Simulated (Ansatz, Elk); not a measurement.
# Bonding as seen by X-rays: Zn3WS4

The structure of Zn3WS4 used here is made up (a known structure type with other elements) and was relaxed beforehand with PBE. The aim is the Fourier transform of its all-electron density, F(hkl), set beside the sum over free spherical atoms that refinements use.

Main program and level: Elk 11.2.3 (patched build); DFT, PBE, all-electron APW+lo, Dirac cores, scalar-relativistic bands, static density, no spin.

The structure was built from a prototype and need not be the compound's stable phase.

## (1) Set-up

The structure is cubic, space group P-43m (No. 215). Conventional cell: a = 5.478 Å, b = 5.478 Å, c = 5.478 Å, α = 90.00°, β = 90.00°, γ = 90.00°. W has 4 S at 2.33 Å nearest. Nearest to Zn lie 4 S at 2.39 Å. Nearest to S lie 1 W at 2.33 Å and 3 Zn at 2.39 Å. Farther neighbours and most contacts between anions are not listed.

## (2) Ground state and structure factors

An all-electron density is needed, since X-rays see the cores too. Task 0 finds the density and task 195 Fourier-transforms it; tshift is off so that phases refer to the origin typed.

elk.in

```
tasks
  0
  195

xctype
  20

spinpol
  .false.

rgkmax
  7.0

gmaxvr
  14.0

lmaxo
  7

lmaxapw
  8

swidth
  0.002

tshift
  .false.

ramdisk
  .false.

hmaxvr
  5.5

maxscl
  120

epspot
  1e-06

sppath
  './'

avec
  10.35116822945 -0.00000000000 -0.00000000000
  -0.00000000000 10.35116822945 -0.00000000000
  -0.00000000000 -0.00000000000 10.35116822945

atoms
  3
  'W.in'
  1
  -0.0000000000 -0.0000000000 0.0000000000   0.000000 0.000000 0.000000
  'Zn.in'
  3
  -0.0000000000 0.5000000000 0.5000000000   0.000000 0.000000 0.000000
  0.5000000000 -0.0000000000 0.5000000000   0.000000 0.000000 0.000000
  0.5000000000 0.5000000000 0.0000000000   0.000000 0.000000 0.000000
  'S.in'
  4
  0.2454839302 0.2454839302 0.2454839302   0.000000 0.000000 0.000000
  0.2454839302 0.7545160698 0.7545160698   0.000000 0.000000 0.000000
  0.7545160698 0.2454839302 0.7545160698   0.000000 0.000000 0.000000
  0.7545160698 0.7545160698 0.2454839302   0.000000 0.000000 0.000000

ngridk
  4 4 4
```

The run is started by

```sh
$ OMP_NUM_THREADS=4 elk
```

Numbers of over 12 decimals in the logs are rounded to 6 here.

The program printed:

```text
┌─────────────────────────┐
│ Elk code version 11.2.3 │
└─────────────────────────┘

All units are atomic (Hartree, Bohr, etc.)

┌─────────────────────────────────────────────────┐
│ Ground-state run starting from atomic densities │
└─────────────────────────────────────────────────┘

Lattice vectors :
   10.35116823      -0.000000000      -0.000000000
  -0.000000000       10.35116823      -0.000000000
  -0.000000000      -0.000000000       10.35116823

Reciprocal lattice vectors :
  0.6070025303       0.000000000       0.000000000
   0.000000000      0.6070025303       0.000000000
   0.000000000       0.000000000      0.6070025303

Unit cell volume      :    1109.093348
Brillouin zone volume :   0.2236513399

Muffin-tin inner radius fraction :   0.1000000000E-01

Nuclei treated as point charges

Species : 1 (W)
 parameters loaded from : W.in
 name : tungsten
 nuclear charge    :   -74.00000000
 electronic charge :    74.00000000
 atomic mass :    335119.8193
 muffin-tin radius :    2.436683110
 number of radial points in muffin-tin :   1393
 inner part over the whole radius :   0.9948967321E-02
 number on inner part of muffin-tin    :    996
 approximate nuclear radius :   0.1010025921E-03
 number of mesh points to nuclear radius :    524
 atomic positions (lattice), magnetic fields (Cartesian) :
  1 :   0.00000000  0.00000000  0.00000000    0.00000000  0.00000000  0.00000000

Species : 2 (Zn)
 parameters loaded from : Zn.in
 name : zinc
 nuclear charge    :   -30.00000000
 electronic charge :    30.00000000
 atomic mass :    119233.3130
 muffin-tin radius :    2.400000000
 number of radial points in muffin-tin :    993
 inner part over the whole radius :   0.9843840322E-02
 number on inner part of muffin-tin    :    701
 approximate nuclear radius :   0.7484757725E-04
 number of mesh points to nuclear radius :    337
 atomic positions (lattice), magnetic fields (Cartesian) :
  1 :   0.00000000  0.50000000  0.50000000    0.00000000  0.00000000  0.00000000
  2 :   0.50000000  0.00000000  0.50000000    0.00000000  0.00000000  0.00000000
  3 :   0.50000000  0.50000000  0.00000000    0.00000000  0.00000000  0.00000000

Species : 3 (S)
 parameters loaded from : S.in
 name : sulphur
 nuclear charge    :   -16.00000000
 electronic charge :    16.00000000
 atomic mass :    58450.91931
 muffin-tin radius :    1.914536729
 number of radial points in muffin-tin :    793
 inner part over the whole radius :   0.9926842578E-02
 number on inner part of muffin-tin    :    552
 approximate nuclear radius :   0.6195814986E-04
 number of mesh points to nuclear radius :    253
 atomic positions (lattice), magnetic fields (Cartesian) :
  1 :   0.24548393  0.24548393  0.24548393    0.00000000  0.00000000  0.00000000
  2 :   0.24548393  0.75451607  0.75451607    0.00000000  0.00000000  0.00000000
  3 :   0.75451607  0.24548393  0.75451607    0.00000000  0.00000000  0.00000000
  4 :   0.75451607  0.75451607  0.24548393    0.00000000  0.00000000  0.00000000

Total number of atoms per unit cell :    8
Total muffin-tin volume :    351.9010342
 ratio of muffin-tin to unit cell volume :   0.3172871199

Spin treatment :
 spin-unpolarised

Number of Bravais lattice symmetries :   48
Number of crystal symmetries         :   24
Crystal has no inversion symmetry
Complex Hermitian eigensolver will be used

k-point grid :      4     4     4
k-point offset :    0.000000000       0.000000000       0.000000000
k-point set is reduced with full crystal symmetry group
Total number of k-points :       11

Muffin-tin radius times maximum |G+k| :    7.000000000
 using average radius
Maximum |G+k| for APW functions       :    3.237961860
Maximum (1/2)|G+k|²                   :    5.242198502
Maximum |G| for potential and density :    14.00000000
Constant for pseudocharge density :    9
 order of it for each species :   16  16  16
 order of it for pair densities of each species (exact exchange by exxq0 0: 17) :   12  12   6
Radial integration step length :    1

[...]
exchange                    :     -631.43666933165
 correlation                 :     -11.343513195299
 electron entropic           :    -0.16684695615630E-02
 total energy                :     -23153.300392018

Density of states at Fermi energy :    127.9745765
 (states/Hartree/unit cell)

Estimated indirect band gap :   0.1105198596E-02
 from k-point 10 to k-point 3
Estimated direct band gap   :   0.5544175036E-02
 at k-point 5

Charges :
 core                        :    122.0000000
 valence                     :    106.0000000
 interstitial                :    14.61266264
 muffin-tins (core leakage)
  species : 1 (W)
[...]
species : 2 (Zn)
[...]
species : 3 (S)
[...]
total in muffin-tins        :    213.3873374
 total calculated charge     :    227.9963177
 total charge                :    228.0000000
 error                       :   0.3682340846E-02

RMS change in Kohn-Sham potential (target) :   0.3122797520     (  0.1000000000E-05)
Absolute change in total energy (target)   :   0.8141896602E-01 (  0.1000000000E-03)

[... loops 3 to 15 left out ...]

┌──────────────────┐
│ Loop number : 16 │
└──────────────────┘

Energies :
 Fermi                       :     0.227663
 sum of occupied eigenvalues :     -13892.633213557
 electron kinetic            :      25304.978145605
 core electron kinetic       :      23971.443808727
 Coulomb                     :     -47813.314683416
 Coulomb potential           :     -38359.732600764
 nuclear-nuclear             :     -2068.2377672092
 electron-nuclear            :     -53166.939074548
 Hartree                     :      7421.8621583417
 Madelung                    :     -28633.448383034
 xc potential                :     -837.87875839724
 exchange                    :     -631.64198964908
 correlation                 :     -11.353222458257
 electron entropic           :    -0.22106470920503E-02
 total energy                :     -23151.333960566

Density of states at Fermi energy :    179.8224334
 (states/Hartree/unit cell)

Estimated indirect band gap :   0.2237710964E-02
 from k-point 2 to k-point 5
Estimated direct band gap   :   0.1583953064E-01
 at k-point 8

Charges :
 core                        :    122.0000000
 valence                     :    106.0000000
 interstitial                :    14.76965663
 muffin-tins (core leakage)
  species : 1 (W)
[...]
species : 2 (Zn)
[...]
species : 3 (S)
[...]
total in muffin-tins        :    213.2303434
 total calculated charge     :    227.9964023
 total charge                :    228.0000000
 error                       :   0.3597653191E-02

RMS change in Kohn-Sham potential (target) :   0.3519672039E-06 (  0.1000000000E-05)
Absolute change in total energy (target)   :   0.2186097845E-06 (  0.1000000000E-03)

Convergence targets achieved

┌──────────────────┐
│ Loop number : 17 │
└──────────────────┘

Energies :
 Fermi                       :     0.227663
 sum of occupied eigenvalues :     -13892.633238412
 electron kinetic            :      25304.978120946
 core electron kinetic       :      23971.443794164
 Coulomb                     :     -47813.314684625
 Coulomb potential           :     -38359.732580247
 nuclear-nuclear             :     -2068.2377672092
 electron-nuclear            :     -53166.939097230
 Hartree                     :      7421.8621798141
 Madelung                    :     -28633.448394502
 xc potential                :     -837.87877911147
 exchange                    :     -631.64198966357
 correlation                 :     -11.353222501256
 electron entropic           :    -0.22106475124608E-02
 total energy                :     -23151.333986491

Density of states at Fermi energy :    179.8224381
 (states/Hartree/unit cell)

Estimated indirect band gap :   0.2237751098E-02
 from k-point 2 to k-point 5
Estimated direct band gap   :   0.1583951261E-01
 at k-point 8

Charges :
 core                        :    122.0000000
 valence                     :    106.0000000
 interstitial                :    14.76965630
 muffin-tins (core leakage)
  species : 1 (W)
[...]
species : 2 (Zn)
[...]
species : 3 (S)
[...]
atom 2                    :    13.63302601     (  0.4676764168E-03)
   atom 3                    :    13.63302601     (  0.4676764168E-03)
   atom 4                    :    13.63302601     (  0.4676764168E-03)
 total in muffin-tins        :    213.2303437
 total calculated charge     :    227.9964023
 total charge                :    228.0000000
 error                       :   0.3597654212E-02

┌──────────────────────────────┐
│ Self-consistent loop stopped │
└──────────────────────────────┘

Warning : core states of species 3 leak from the muffin-tin :   0.4676764168E-03

Wrote STATE.OUT
```

Elapsed: 84 s, on 4 threads of Arm Neoverse V1, shared host; peak memory 0.35 GiB; 3.9 min of CPU time.

SFACRHO.OUT:

```text

h k l indices transformed by vhmat matrix:
   1.000000000       0.000000000       0.000000000    
   0.000000000       1.000000000       0.000000000    
   0.000000000       0.000000000       1.000000000    

      h      k      l  multipl.   |H|            Re(F)            Im(F)           |F|

      0      0      0      1   0.0000000       228.00000      0.60816021E-15   228.00000    
      1      0      0      6  0.60700253       43.994626      0.96198513E-14   43.994626    
      0     -1     -1     12  0.85843121       41.006157     -0.80996484E-14   41.006157    
     -1     -1     -1      4   1.0513592       142.78996       50.012970       151.29531    
      1      1      1      4   1.0513592       142.78996      -50.012970       151.29531    
      0      2      0      6   1.2140051       91.454556      0.14369653E-13   91.454556    
     -1     -2      0     24   1.3572989       36.888732     -0.96198513E-14   36.888732    
      1     -1     -2     12   1.4868465       37.327989      -2.5455502       37.414684    
     -1     -2     -1     12   1.4868465       37.327989       2.5455502       37.414684    
      0     -2      2     12   1.7168624       163.16424      0.51706701E-14   163.16424    
     -1      2     -2     12   1.8210076       36.698106     -0.29020047       36.699254    
     -2      1      2     12   1.8210076       36.698106      0.29020047       36.699254    
     -3      0      0      6   1.8210076       32.635037     -0.15391762E-13   32.635037    
      0     -1      3     24   1.9195105       35.218149      0.15391762E-13   35.218149    
     -3      1      1     12   2.0131996       116.56810      -35.516534       121.85871    
      1     -1     -3     12   2.0131996       116.56810       35.516534       121.85871    
     -2     -2      2      4   2.1027184       79.552197     -0.74646999       79.555699    
     -2      2      2      4   2.1027184       79.552197      0.74646999       79.555699
```

Elk indexes on the primitive cell of elk.in and gives |H| = 4π sin θ/λ in inverse bohr. Below, one row stands for each form hkl of the conventional cell (m members, Friedel mates merged), F is for one primitive cell and the density is static (no thermal factor). Free-atom factors are Waasmaier and Kirfel's, and R is Σm||F|−|F'||/Σm|F|.

```
hkl   m  sin θ/λ (Å⁻¹)  abs F, DFT  neutral atoms   diff.  abs of complex diff.
100   6          0.091      43.995         43.816  +0.178                 0.178
110  12          0.129      41.006         40.855  +0.151                 0.151
111   8          0.158     151.295        151.236  +0.059                 0.788
200   6          0.183      91.455         92.191  -0.736                 0.736
210  24          0.204      36.889         36.819  +0.069                 0.069
211  24          0.224      37.415         37.431  -0.016                 0.165
220  12          0.258     163.164        163.935  -0.771                 0.771
221  24          0.274      36.699         36.772  -0.073                 0.184
300   6          0.274      32.635         32.480  +0.155                 0.155
310  24          0.289      35.218         35.127  +0.091                 0.091
311  24          0.303     121.859        122.643  -0.784                 0.789
222   8          0.316      79.556         79.966  -0.411                 0.848
320  24          0.329      36.846         36.850  -0.004                 0.004
321  48          0.342      33.641         33.668  -0.026                 0.059
400   6          0.365     139.192        139.526  -0.334                 0.334
410  24          0.376      33.539         33.384  +0.156                 0.156
322  24          0.376      29.646         29.730  -0.084                 0.084
411  24          0.387      32.495         32.377  +0.119                 0.121
```

## (3) The highest occupied states alone

An energy window below the Fermi level keeps the highest occupied states, to see at which angles they scatter; shallow core shells can lie inside it and anion s states outside. No new self-consistency is needed.

Edit elk.in of step 2 so:

```diff
@@ -1,3 +1,2 @@
 tasks
-  0
   195
@@ -40,2 +39,5 @@
 
+wsfac
+  -0.323580 0.527660
+
 sppath
```

The run is started by

```sh
$ OMP_NUM_THREADS=4 elk
```

The program printed:

```text
┌─────────────────────────────────┐
│ Elk code version 11.2.3 started │
└─────────────────────────────────┘

Info(readinput): the functional depends on the density's gradient
 muffin-tin radial points multiplied by    2.00000
 (not where nrmtscf is given)

┌────────────────────┐
│ Current task : 195 │
└────────────────────┘
Info(checkmt): changed muffin-tin radius of species 1 (W) from   2.8000 to   2.4367
Info(checkmt): changed muffin-tin radius of species 3 (S) from   2.2000 to   1.9145

Info(sfacrho): density structure factors written to SFACRHO.OUT

 Energy window :  -0.3235800000      0.5276600000

┌──────────────────┐
│ Elk code stopped │
└──────────────────┘
```

It took 28 s on 4 threads; peak memory 0.25 GiB.

States within 15 eV below the Fermi level hold 65.40 electrons; any levels below the window count with the cores, and a count that is not whole means the window cuts a band. Their amplitudes can exceed the total, where window and core parts have opposite phase:

```
hkl  sin θ/λ (Å⁻¹)  abs F, window  abs F, all
100          0.091          5.909      43.995
110          0.129          6.645      41.006
111          0.158         29.979     151.295
200          0.183         16.791      91.455
210          0.204          6.649      36.889
211          0.224          6.387      37.415
220          0.258         21.573     163.164
221          0.274          5.705      36.699
300          0.274          5.682      32.635
310          0.289          5.373      35.218
```

## (4) Another functional

The difference from free atoms is small, so it is set against the change that PBEsol makes.

Edit elk.in of step 3 so:

```diff
@@ -1,2 +1,3 @@
 tasks
+  0
   195
@@ -4,3 +5,3 @@
 xctype
-  20
+  22
 
@@ -39,5 +40,2 @@
 
-wsfac
-  -0.323580 0.527660
-
 sppath
```

The run is started by

```sh
$ OMP_NUM_THREADS=4 elk
```

The program printed:

```text
┌─────────────────────────┐
│ Elk code version 11.2.3 │
└─────────────────────────┘

All units are atomic (Hartree, Bohr, etc.)

┌─────────────────────────────────────────────────┐
│ Ground-state run starting from atomic densities │
└─────────────────────────────────────────────────┘

Lattice vectors :
   10.35116823      -0.000000000      -0.000000000
  -0.000000000       10.35116823      -0.000000000
  -0.000000000      -0.000000000       10.35116823

Reciprocal lattice vectors :
  0.6070025303       0.000000000       0.000000000
[...]
species : 1 (W)
[...]
species : 2 (Zn)
[...]
species : 3 (S)
[...]
atom 3                    :    13.61252792     (  0.4709740670E-03)
   atom 4                    :    13.61252792     (  0.4709740670E-03)
 total in muffin-tins        :    213.1593031
 total calculated charge     :    227.9963920
 total charge                :    228.0000000
 error                       :   0.3608024310E-02

┌──────────────────────────────┐
│ Self-consistent loop stopped │
└──────────────────────────────┘

Warning : core states of species 3 leak from the muffin-tin :   0.4709740670E-03

Wrote STATE.OUT
[key lines of the parts left out:]
total energy                :     -23139.872699280
```

The job ended after 85 s (4 threads; peak memory 0.35 GiB).

Against the first run R = 0.02 %; the largest change is -0.059 at 111.

## (5) Basis size

The basis and the expansions that go with it are enlarged, to see whether the differences are converged.

Edit elk.in of step 4 so:

```diff
@@ -5,3 +5,3 @@
 xctype
-  22
+  20
 
@@ -11,12 +11,12 @@
 rgkmax
-  7.0
+  8.5
 
 gmaxvr
-  14.0
+  18.0
 
 lmaxo
-  7
+  9
 
 lmaxapw
-  8
+  10
```

The run is started by

```sh
$ OMP_NUM_THREADS=4 elk
```

The program printed:

```text
┌─────────────────────────┐
│ Elk code version 11.2.3 │
└─────────────────────────┘

All units are atomic (Hartree, Bohr, etc.)

┌─────────────────────────────────────────────────┐
│ Ground-state run starting from atomic densities │
└─────────────────────────────────────────────────┘

Lattice vectors :
   10.35116823      -0.000000000      -0.000000000
  -0.000000000       10.35116823      -0.000000000
  -0.000000000      -0.000000000       10.35116823

Reciprocal lattice vectors :
  0.6070025303       0.000000000       0.000000000
[...]
species : 1 (W)
[...]
species : 2 (Zn)
[...]
species : 3 (S)
[...]
atom 3                    :    13.63808836     (  0.4681002180E-03)
   atom 4                    :    13.63808836     (  0.4681002180E-03)
 total in muffin-tins        :    213.2650755
 total calculated charge     :    227.9975618
 total charge                :    228.0000000
 error                       :   0.2438151976E-02

┌──────────────────────────────┐
│ Self-consistent loop stopped │
└──────────────────────────────┘

Warning : core states of species 3 leak from the muffin-tin :   0.4681002180E-03

Wrote STATE.OUT
[key lines of the parts left out:]
total energy                :     -23151.350845466
```

It took 4.6 min on 4 threads; peak memory 0.73 GiB.

Against the first run R = 0.00 %; the largest change is -0.020 at 333.

## (6) Settings against the effect

```
                              run  R against the first run (%)  R against neutral atoms, low angle (%)  wall time
                    PBE, rgkmax 7                         0.00                                    0.29       84 s
                           PBEsol                         0.02                                    0.28       85 s
rgkmax 8.5 with larger expansions                         0.00                                    0.29    4.6 min
```

## (7) Outcome

```
R against neutral atoms, sin θ/λ < 0.3 Å⁻¹ : 0.29 %
R against neutral atoms, 0.3 to 0.83 Å⁻¹   : 0.26 %
```

Independent neutral atoms miss the calculated amplitudes by R = 0.29 % below 0.3 Å⁻¹ and 0.26 % from there to 0.83 Å⁻¹; by shells, 0.38 % below 0.15 Å⁻¹ (2 forms), 0.28 % 0.15 to 0.3 (8 forms), 0.24 % 0.3 to 0.45 (14 forms), 0.27 % above 0.45 (87 forms). Bonding, aspherical density and the tables' own atoms all enter these figures, and the runs don't part them. The largest change of an amplitude is -0.78 electrons, at 311. R counts amplitudes alone; phases shift too. The window's part falls from 65.4 electrons at the origin to at most 8.67 between 0.45 and 0.83 Å⁻¹, where compact states inside the window still scatter. Below 0.3 Å⁻¹ the changes that finished (PBEsol and rgkmax 8.5 with larger expansions) move F by R = 0.03 % at most, against the 0.29 % that separates it from free atoms. The k-mesh has no finished test. These runs have no spin, though d or f shells may be open. Spin-orbit coupling is left out, which can matter for elements this heavy. Part of the difference isn't bonding: the tables are fits to free atoms and ions calculated by other methods than this functional. Thermal motion, anomalous dispersion and extinction are left out.

[Logs are printed without paths, hosts, clocks, repeated set-up lines and the standing remarks that a program may print on its own settings, such as how far it seeks lower states.]

[Hosts, paths, dates, database ids (printed as entryN), source tags and the programs' standing remarks are cut or masked in the printed files.]
